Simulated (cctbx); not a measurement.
# Accept or mend?

Cell a = 4.1660 Å, b = 5.1490 Å, c = 8.9130 Å, α = 90.00°, β = 90.00°, γ = 90.00°; space group Pmmm (no. 47).

Simulated single-crystal data (cctbx): Ag Kα, λ = 0.56087 Å, to d = 0.8 Å, 50 % of the full sphere, strongest reflection 70000 counts, noise from counting, a 6 % proportional error and a noise floor of 2 counts (s.d.); no absorption.

An anisotropic refinement with weights 1/σ² prints:

```text
Rint 0.041, 252 unique reflections to 0.80 A
cycle     R1     wR2    GooF  max shift (A)
   1  0.5636  0.8598  17.494   0.06418
   5  0.3447  0.5891  11.988   0.00034
final R1 0.3448 wR2 0.5891 GooF 11.988  parameters 23  data/parameter 11.0
atom        x        y        z      Ueq    occ   su(xyz)  su(Uiso or U11)
Ho1    0.00000  0.00000  0.50000  -0.0117  1.000  0.00000  0.0042  NPD
Nd1    0.00000  0.50000  0.00000  -0.0062  1.000  0.00000  0.0050  NPD
Cu1    0.50000  0.74286  0.74954  -0.0167  1.000  0.00091  0.0049  NPD
Co1    0.50000  0.50000  0.50000   0.1823  1.000  0.00000  0.1181
Co2    0.00000  0.00000  0.16689  -0.0167  1.000  0.00110  0.0077  NPD
Mn1    0.00000  0.50000  0.66214  -0.0039  1.000  0.00171  0.0122  NPD
difference map: max 148.29 min -27.79 rms 9.53
Q1    0.5000  0.0000  0.0000    1  148.29  2.56 A from Co2
Q2    0.0000  0.0000  0.5000    1  138.85  0.00 A from Ho1
Q3    0.0000  0.5000  0.0000    1  119.02  0.00 A from Nd1
Q4    0.5000  0.5000  0.5000    1  111.82  0.00 A from Co1
Q5    0.5000  0.2574  0.2501    4   50.14  0.00 A from Cu1
Q6    0.0000  0.0000  0.1756    2   38.04  0.08 A from Co2
```

**Question.** Can this result stand? If not, what is the likely fault?

Mend it. The fault: an atom left out, Cu at (1/2, 0, 0). Against the right model at the same level, R1 goes from 0.0194 to 0.3448 and GooF from 0.93 to 11.99, U of Co2 shrinks from 0.0145 to -0.0167 Å², U of Cu1 shrinks from 0.0136 to -0.0167 Å², U of Nd1 shrinks from 0.0114 to -0.0062 Å², U of Ho1 shrinks from 0.0090 to -0.0117 Å², the top difference peak, 148.3 e/Å³, lies 2.56 Å from Co2 and Ho1, Nd1, Cu1, Co2 and Mn1 go non-positive-definite. Q1 is the missing atom. With scattering power missing, scale and phases suffer, so peaks may also grow on the heavy atoms.

The compound is NdHoMn2Co3Cu5. The right model at the same level gives:

```text
Rint 0.041, 252 unique reflections to 0.80 A
cycle     R1     wR2    GooF  max shift (A)
   1  0.0316  0.1044   2.138   0.00440
   2  0.0194  0.0455   0.932   0.00000
final R1 0.0194 wR2 0.0455 GooF 0.932  parameters 26  data/parameter 9.7
atom        x        y        z      Ueq    occ   su(xyz)  su(Uiso or U11)
Ho1    0.00000  0.00000  0.50000   0.0090  1.000  0.00000  0.0003
Nd1    0.00000  0.50000  0.00000   0.0114  1.000  0.00000  0.0003
Cu1    0.50000  0.74221  0.74994   0.0136  1.000  0.00007  0.0004
Cu2    0.50000  0.00000  0.00000   0.0169  1.000  0.00000  0.0006
Co1    0.50000  0.50000  0.50000   0.0278  1.000  0.00000  0.0008
Co2    0.00000  0.00000  0.16873   0.0145  1.000  0.00008  0.0005
Mn1    0.00000  0.50000  0.65689   0.0309  1.000  0.00013  0.0008
difference map: max 1.16 min -0.81 rms 0.26
Q1    0.5000  0.5000  0.3294    2    1.21  1.43 A from Cu1
Q2    0.5000  0.0000  0.1688    2    0.99  1.50 A from Cu2
Q3    0.5000  0.5000  0.1412    2    0.97  1.58 A from Cu1
Q4    0.5000  0.0000  0.3526    2    0.95  1.61 A from Cu1
Q5    0.1184  0.3051  0.5000    4    0.89  1.65 A from Ho1
Q6    0.0000  0.2603  0.4041    4    0.88  1.35 A from Mn1
```

The model was made for the exercise: a known structure type with other elements put in, its volume estimated, not relaxed; displacement parameters are assumed.

[Middle refinement cycles are left out of these outputs.]

[Logs are printed without paths, hosts, clocks, repeated set-up lines and the standing remarks that a program may print on its own settings, such as how far it seeks lower states.]
